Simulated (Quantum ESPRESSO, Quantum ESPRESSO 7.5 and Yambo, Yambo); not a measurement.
**A GW chain in Yambo: SnSe2 (1T monolayer)**

How does a plane-wave GW calculation on SnSe2 (1T monolayer) run from the first input to the gap?

Method: PBE and many-body steps on it, plane waves, in Quantum ESPRESSO 7.5 and Yambo 5.3.0.

### 1. The starting structure

The cell holds 3 atoms: 1 Sn and 2 Se. Cell: a = 3.872 Å, b = 3.872 Å, c = 15.000 Å, α = 90.0°, β = 90.0°, γ = 120.0°. Vacuum lies along c.

The structure was relaxed with PBE. The runs that relaxed it are not among those shown.

### 2. Ground state

This step: Quantum ESPRESSO 7.5; DFT, PBE, plane waves, norm-conserving pseudopotentials.

The ground-state density comes first.

pw.in reads:

```
&control
  calculation = 'scf'
  prefix = 'x'
  outdir = 'o'
  pseudo_dir = 'pseudo'
/
&system
  ibrav = 0
  nat = 3
  ntyp = 2
  ecutwfc = 104.0
  nbnd = 40
  force_symmorphic = .true.
/
&electrons
  conv_thr = 1e-10
  electron_maxstep = 80
  mixing_beta = 0.5
/
ATOMIC_SPECIES
  Sn 118.71 Sn.upf
  Se 78.971 Se.upf
CELL_PARAMETERS angstrom
  3.8716531358 0.0000000001 0.0000000000
  -1.9358265679 3.3529499702 0.0000000000
  0.0000000000 0.0000000000 15.0000000000
ATOMIC_POSITIONS crystal
  Sn 0.0000000000 0.0000000000 0.5000000000
  Se 0.3333333333 0.6666666667 0.6064273921
  Se 0.6666666667 0.3333333333 0.3935726079
K_POINTS automatic
  9 9 1 0 0 0
```

The run is started by

```bash
OMP_NUM_THREADS=1 mpirun -n 4 pw.x -nk 4 -in pw.in > pw.out
```

Output:

```text
Program PWSCF v.7.5 starts

     This program is part of the open-source Quantum ESPRESSO suite
     for quantum simulation of materials; please cite
         "P. Giannozzi et al., J. Phys.:Condens. Matter 21 395502 (2009);
         "P. Giannozzi et al., J. Phys.:Condens. Matter 29 465901 (2017);
         "P. Giannozzi et al., J. Chem. Phys. 152 154105 (2020);
     in publications or presentations arising from this work. More details at
     Message from routine setup:
     using ibrav=0 with symmetry is DISCOURAGED, use correct ibrav instead

     G-vector sticks info

     bravais-lattice index     =            0
     lattice parameter (alat)  =       7.3164  a.u.
     unit-cell volume          =    1314.0484 (a.u.)^3
     number of atoms/cell      =            3
     number of atomic types    =            2
     number of electrons       =        70.00
     number of Kohn-Sham states=           40
     kinetic-energy cutoff     =     104.0000  Ry
     charge density cutoff     =     416.0000  Ry
     scf convergence threshold =      1.0E-10
     mixing beta               =       0.5000
     number of iterations used =            8  plain     mixing
     Exchange-correlation= PBE
                           (   1   4   3   4   0   0   0)

     celldm(1)=   7.316364  celldm(2)=   0.000000  celldm(3)=   0.000000
     celldm(4)=   0.000000  celldm(5)=   0.000000  celldm(6)=   0.000000

     crystal axes: (cart. coord. in units of alat)
               a(1) = (   1.000000   0.000000   0.000000 )
               a(2) = (  -0.500000   0.866025   0.000000 )
               a(3) = (   0.000000   0.000000   3.874314 )

     reciprocal axes: (cart. coord. in units 2 pi/alat)
               b(1) = (  1.000000  0.577350 -0.000000 )
               b(2) = ( -0.000000  1.154701  0.000000 )
               b(3) = (  0.000000 -0.000000  0.258110 )
     Pseudo is Norm-conserving + core correction, Zval = 22.0
     Generated using ONCVPSP code by D. R. Hamann
     Using radial grid of 1628 points,  6 beta functions with:
     Pseudo is Norm-conserving + core correction, Zval = 24.0
     Generated using ONCVPSP code by D. R. Hamann
     Using radial grid of 1214 points,  6 beta functions with:
     Sn               22.00   118.71000     Sn( 1.00)
     Se               24.00    78.97100     Se( 1.00)

     12 Sym. Ops., with inversion, found

   Cartesian axes

     site n.     atom                  positions (alat units)
         1        Sn     tau(   1) = (   0.0000000   0.0000000   1.9371570  )
         2        Se     tau(   2) = (  -0.0000000   0.5773503   2.3494901  )
         3        Se     tau(   3) = (   0.5000000   0.2886751   1.5248239  )

     number of k points=    12
                       cart. coord. in units 2pi/alat
        k(    1) = (   0.0000000   0.0000000   0.0000000), wk =   0.0246914
        k(    2) = (  -0.0000000   0.1283001   0.0000000), wk =   0.1481481
        k(    3) = (  -0.0000000   0.2566001   0.0000000), wk =   0.1481481
        k(    4) = (  -0.0000000   0.3849002   0.0000000), wk =   0.1481481
        k(    5) = (  -0.0000000   0.5132002   0.0000000), wk =   0.1481481
        k(    6) = (   0.1111111   0.1924501   0.0000000), wk =   0.1481481
        k(    7) = (   0.1111111   0.3207501   0.0000000), wk =   0.2962963
        k(    8) = (   0.1111111   0.4490502   0.0000000), wk =   0.2962963
        k(    9) = (   0.1111111   0.5773503   0.0000000), wk =   0.1481481
        k(   10) = (   0.2222222   0.3849002   0.0000000), wk =   0.1481481
        k(   11) = (   0.2222222   0.5132002   0.0000000), wk =   0.2962963
        k(   12) = (   0.3333333   0.5773503   0.0000000), wk =   0.0493827

     Dense  grid:   188291 G-vectors     FFT dimensions: (  48,  48, 192)

     Initial potential from superposition of free atoms

     starting charge      69.9983, renormalised to      70.0000
     Starting wfcs are   39 randomized atomic wfcs +    1 random wfcs

     per-process dynamical memory:   155.9 Mb

     Self-consistent Calculation

     iteration #  1     ecut=   104.00 Ry     beta= 0.50

     Threshold (ethr) on eigenvalues was too large:
     Diagonalizing with lowered threshold

     total energy              =   -1796.24802686 Ry
     estimated scf accuracy    <       0.07862644 Ry

     iteration #  2     ecut=   104.00 Ry     beta= 0.50

     total energy              =   -1796.26169642 Ry
     estimated scf accuracy    <       0.02249547 Ry

     iteration #  3     ecut=   104.00 Ry     beta= 0.50

     total energy              =   -1796.26648322 Ry
     estimated scf accuracy    <       0.00351850 Ry

     iteration #  4     ecut=   104.00 Ry     beta= 0.50

     total energy              =   -1796.26696532 Ry
     estimated scf accuracy    <       0.00029157 Ry

     iteration #  5     ecut=   104.00 Ry     beta= 0.50

     total energy              =   -1796.26698002 Ry
     estimated scf accuracy    <       0.00000984 Ry

     iteration #  6     ecut=   104.00 Ry     beta= 0.50

     total energy              =   -1796.26698150 Ry
     estimated scf accuracy    <       0.00000051 Ry

     iteration #  7     ecut=   104.00 Ry     beta= 0.50

     total energy              =   -1796.26698163 Ry
     estimated scf accuracy    <       0.00000004 Ry

     iteration #  8     ecut=   104.00 Ry     beta= 0.50

     total energy              =   -1796.26698164 Ry
     estimated scf accuracy    <          2.1E-09 Ry

     iteration #  9     ecut=   104.00 Ry     beta= 0.50

     total energy              =   -1796.26698164 Ry
     estimated scf accuracy    <          5.2E-10 Ry

     iteration # 10     ecut=   104.00 Ry     beta= 0.50

     total energy              =   -1796.26698164 Ry
     estimated scf accuracy    <          1.4E-10 Ry

     iteration # 11     ecut=   104.00 Ry     beta= 0.50

     End of self-consistent calculation

          k = 0.0000 0.0000 0.0000 ( 23547 PWs)   bands (ev):

  -206.8538-206.8538-146.3464-146.3464-146.3464-146.3464-146.3058-146.3058
  -129.0063 -84.7844 -84.7844 -84.7746 -46.5280 -46.5280 -46.5280 -46.5280
   -46.4907 -46.4907 -46.4904 -46.4904 -46.4782 -46.4781 -20.9774 -20.9774
   -20.9474 -20.9376 -20.9376 -13.1638 -11.9054  -5.3968  -0.8812  -0.3098
    -0.3098   0.0635   0.0635   1.6366   3.1999   4.7148   4.7148   5.2980

          k =-0.0000 0.1283 0.0000 ( 23515 PWs)   bands (ev):

  -206.8538-206.8538-146.3464-146.3464-146.3464-146.3464-146.3058-146.3058
  -129.0063 -84.7845 -84.7844 -84.7746 -46.5280 -46.5280 -46.5280 -46.5280
   -46.4907 -46.4907 -46.4905 -46.4904 -46.4782 -46.4781 -20.9812 -20.9733
   -20.9447 -20.9404 -20.9375 -13.0524 -11.8304  -5.4346  -1.2575  -0.8338
    -0.6678  -0.4996   0.1471   2.1743   3.8056   4.5701   4.9788   5.5750

          k =-0.0000 0.2566 0.0000 ( 23509 PWs)   bands (ev):

  -206.8538-206.8538-146.3464-146.3464-146.3464-146.3464-146.3058-146.3058
  -129.0063 -84.7845 -84.7845 -84.7746 -46.5280 -46.5280 -46.5278 -46.5278
   -46.4907 -46.4907 -46.4905 -46.4905 -46.4781 -46.4780 -20.9927 -20.9643
   -20.9477 -20.9359 -20.9358 -12.7349 -11.6388  -5.6489  -2.5573  -1.4681
    -1.2318  -0.6520   0.0905   2.1035   4.1071   5.4484   5.4904   6.0120

          k =-0.0000 0.3849 0.0000 ( 23496 PWs)   bands (ev):

     [... further k-points ...]

     highest occupied, lowest unoccupied level (ev):     0.1471    0.9866

!    total energy              =   -1796.26698164 Ry
     estimated scf accuracy    <          1.3E-12 Ry

     The total energy is the sum of the following terms:
     one-electron contribution =   -4386.80149215 Ry
     hartree contribution      =    2118.00540847 Ry
     xc contribution           =    -169.38688323 Ry
     ewald contribution        =     641.91598527 Ry

     convergence has been achieved in  11 iterations

     XML data file, charge density, pseudopotentials, collected wavefunctions

=------------------------------------------------------------------------------=
   JOB DONE.
=------------------------------------------------------------------------------=
```

Elapsed: 61 s, on 4 MPI ranks of Arm Neoverse V1, shared host; peak memory 1 GiB; 4 min of CPU time.

Numbers from this step:

- total energy: -24439.4573 eV
- gap: 0.8394 eV
- k of the valence top: 0, 0.1111, 0
- k of the conduction bottom: 0, 0.4444, 0
- least direct gap: 1.139 eV

The gap is indirect, with the least direct gap 0.30 eV higher.

### 3. Bands along the symmetry lines

Levels along a band path, at the cheap level, show where the edges lie and whether the meshes to come will hold them.

pw.in reads:

```
&control
  calculation = 'bands'
  prefix = 'x'
  outdir = 'o'
  pseudo_dir = 'pseudo'
/
&system
  ibrav = 0
  nat = 3
  ntyp = 2
  ecutwfc = 104.0
  nbnd = 41
  force_symmorphic = .true.
/
&electrons
  conv_thr = 1e-9
  electron_maxstep = 80
  diago_full_acc = .true.
  diago_thr_init = 5e-6
/
ATOMIC_SPECIES
  Sn 118.71 Sn.upf
  Se 78.971 Se.upf
CELL_PARAMETERS angstrom
  3.8716531358 0.0000000001 0.0000000000
  -1.9358265679 3.3529499702 0.0000000000
  0.0000000000 0.0000000000 15.0000000000
ATOMIC_POSITIONS crystal
  Sn 0.0000000000 0.0000000000 0.5000000000
  Se 0.3333333333 0.6666666667 0.6064273921
  Se 0.6666666667 0.3333333333 0.3935726079
K_POINTS crystal
  25
  0.00000000 0.00000000 0.00000000 1
  0.06250000 0.00000000 0.00000000 1
  0.12500000 0.00000000 0.00000000 1
  0.18750000 0.00000000 0.00000000 1
  0.25000000 0.00000000 0.00000000 1
  0.31250000 0.00000000 0.00000000 1
  0.37500000 0.00000000 0.00000000 1
  0.43750000 0.00000000 0.00000000 1
  0.50000000 0.00000000 0.00000000 1
  0.47916667 0.04166667 0.00000000 1
  0.45833333 0.08333333 0.00000000 1
  0.43750000 0.12500000 0.00000000 1
  0.41666666 0.16666666 0.00000000 1
  0.39583333 0.20833333 0.00000000 1
  0.37500000 0.25000000 0.00000000 1
  0.35416666 0.29166666 0.00000000 1
  0.33333333 0.33333333 0.00000000 1
  0.29166666 0.29166666 0.00000000 1
  0.25000000 0.25000000 0.00000000 1
  0.20833333 0.20833333 0.00000000 1
  0.16666666 0.16666666 0.00000000 1
  0.12500000 0.12500000 0.00000000 1
  0.08333333 0.08333333 0.00000000 1
  0.04166667 0.04166667 0.00000000 1
  0.00000000 0.00000000 0.00000000 1
```

Output:

```text
[banner, memory and clock lines left out]
Program PWSCF v.7.5 starts

     Atomic positions and unit cell read from directory:
     o/x.save/

     Message from routine setup:
     using ibrav=0 with symmetry is DISCOURAGED, use correct ibrav instead

     G-vector sticks info

     bravais-lattice index     =            0
     lattice parameter (alat)  =       7.3164  a.u.
     unit-cell volume          =    1314.0484 (a.u.)^3
     number of atoms/cell      =            3
     number of atomic types    =            2
     number of electrons       =        70.00
     number of Kohn-Sham states=           41
     kinetic-energy cutoff     =     104.0000  Ry
     charge density cutoff     =     416.0000  Ry
     Exchange-correlation= PBE
                           (   1   4   3   4   0   0   0)

     celldm(1)=   7.316364  celldm(2)=   0.000000  celldm(3)=   0.000000
     celldm(4)=   0.000000  celldm(5)=   0.000000  celldm(6)=   0.000000

     crystal axes: (cart. coord. in units of alat)
               a(1) = (   1.000000   0.000000   0.000000 )
               a(2) = (  -0.500000   0.866025   0.000000 )
               a(3) = (   0.000000   0.000000   3.874314 )

     reciprocal axes: (cart. coord. in units 2 pi/alat)
               b(1) = (  1.000000  0.577350 -0.000000 )
               b(2) = ( -0.000000  1.154701  0.000000 )
               b(3) = (  0.000000 -0.000000  0.258110 )
     Pseudo is Norm-conserving + core correction, Zval = 22.0
     Generated using ONCVPSP code by D. R. Hamann
     Using radial grid of 1628 points,  6 beta functions with:
     Pseudo is Norm-conserving + core correction, Zval = 24.0
     Generated using ONCVPSP code by D. R. Hamann
     Using radial grid of 1214 points,  6 beta functions with:
     Sn               22.00   118.71000     Sn( 1.00)
     Se               24.00    78.97100     Se( 1.00)

     12 Sym. Ops., with inversion, found

   Cartesian axes

     site n.     atom                  positions (alat units)
         1        Sn     tau(   1) = (   0.0000000   0.0000000   1.9371570  )
         2        Se     tau(   2) = (  -0.0000000   0.5773503   2.3494901  )
         3        Se     tau(   3) = (   0.5000000   0.2886751   1.5248239  )

     number of k points=    25
                       cart. coord. in units 2pi/alat
        k(    1) = (   0.0000000   0.0000000   0.0000000), wk =   0.0800000
        k(    2) = (   0.0625000   0.0360844   0.0000000), wk =   0.0800000
        k(    3) = (   0.1250000   0.0721688   0.0000000), wk =   0.0800000
[...]
[... 13 further rows ...]
        k(   24) = (   0.0416667   0.0721688   0.0000000), wk =   0.0800000
        k(   25) = (   0.0000000   0.0000000   0.0000000), wk =   0.0800000

     Dense  grid:   188291 G-vectors     FFT dimensions: (  48,  48, 192)

     The potential is recalculated from file :
     o/x.save/charge-density

     Starting wfcs are   39 randomized atomic wfcs +    2 random wfcs

     Band Structure Calculation

     End of band structure calculation

          k = 0.0000 0.0000 0.0000 ( 23547 PWs)   bands (ev):

  -206.8538-206.8538-146.3464-146.3464-146.3464-146.3464-146.3058-146.3058
  -129.0063 -84.7844 -84.7844 -84.7746 -46.5280 -46.5280 -46.5280 -46.5280
   -46.4907 -46.4907 -46.4904 -46.4904 -46.4782 -46.4781 -20.9774 -20.9774
   -20.9474 -20.9376 -20.9376 -13.1638 -11.9054  -5.3968  -0.8812  -0.3098
[...]
5.9064

          k = 0.0625 0.0361 0.0000 ( 23525 PWs)   bands (ev):

  -206.8538-206.8538-146.3464-146.3464-146.3464-146.3464-146.3058-146.3058
[...]
5.9344

          k = 0.1250 0.0722 0.0000 ( 23505 PWs)   bands (ev):

  -206.8538-206.8538-146.3464-146.3464-146.3464-146.3464-146.3058-146.3058
[...]
6.0174

[...]
k = 0.0417 0.0722 0.0000 ( 23511 PWs)   bands (ev):

  -206.8538-206.8538-146.3464-146.3464-146.3464-146.3464-146.3058-146.3058
[...]
5.9438

          k = 0.0000 0.0000 0.0000 ( 23547 PWs)   bands (ev):

  -206.8538-206.8538-146.3464-146.3464-146.3464-146.3464-146.3058-146.3058
[...]
-20.9474 -20.9376 -20.9376 -13.1638 -11.9054  -5.3968  -0.8812  -0.3098
    -0.3098   0.0636   0.0636   1.6366   3.1999   4.7148   4.7148   5.2981
     5.9064

     XML data file, pseudopotentials, collected wavefunctions
```

Wall time 25 s (4 MPI ranks); peak memory 0.82 GiB; 99 s of CPU time.

Numbers from this step:

```
gap                        : 0.7804 eV
k of the valence top       : 0.125, 0, 0
k of the conduction bottom : 0.5, 0, 0
least direct gap           : 1.097 eV
```

The gap is 0.780 eV, −0.059 eV from the run before at this level.

Electronic bands along the path, in eV, zero at the top of the highest filled band:

| point | band 32 | band 33 | band 34 | band 35 | band 36 | band 37 | band 38 | band 39 |
| --- | --- | --- | --- | --- | --- | --- | --- | --- |
| Γ | -0.46 | -0.46 | -0.09 | -0.09 | 1.49 | 3.05 | 4.56 | 4.56 |
| halfway | -1.80 | -1.51 | -0.76 | -0.09 | 1.79 | 4.04 | 5.42 | 5.45 |
| M | -2.20 | -2.14 | -0.66 | -0.32 | 0.78 | 4.09 | 5.42 | 5.71 |
| halfway | -2.95 | -2.44 | -0.81 | -0.63 | 1.52 | 5.08 | 5.24 | 5.71 |
| K | -3.50 | -3.13 | -0.78 | -0.78 | 1.79 | 5.26 | 5.26 | 6.51 |
| halfway | -2.68 | -1.39 | -0.87 | -0.44 | 2.11 | 4.64 | 5.00 | 5.55 |
| Γ | -0.46 | -0.46 | -0.09 | -0.09 | 1.49 | 3.05 | 4.56 | 4.56 |

[end of part 1 of 3]

[Paths, hosts, dates, memory and timing lines, banners, echoed tables and standing remarks are left out of the program output.]

[Logs are printed without paths, hosts, clocks, repeated set-up lines and the standing remarks that a program may print on its own settings, such as how far it seeks lower states.]

[Runs of the session that timed out or met a known fault of the program may be left out.]

[Hosts, paths, dates, database ids (printed as entryN), source tags and the programs' standing remarks are cut or masked in the printed files.]
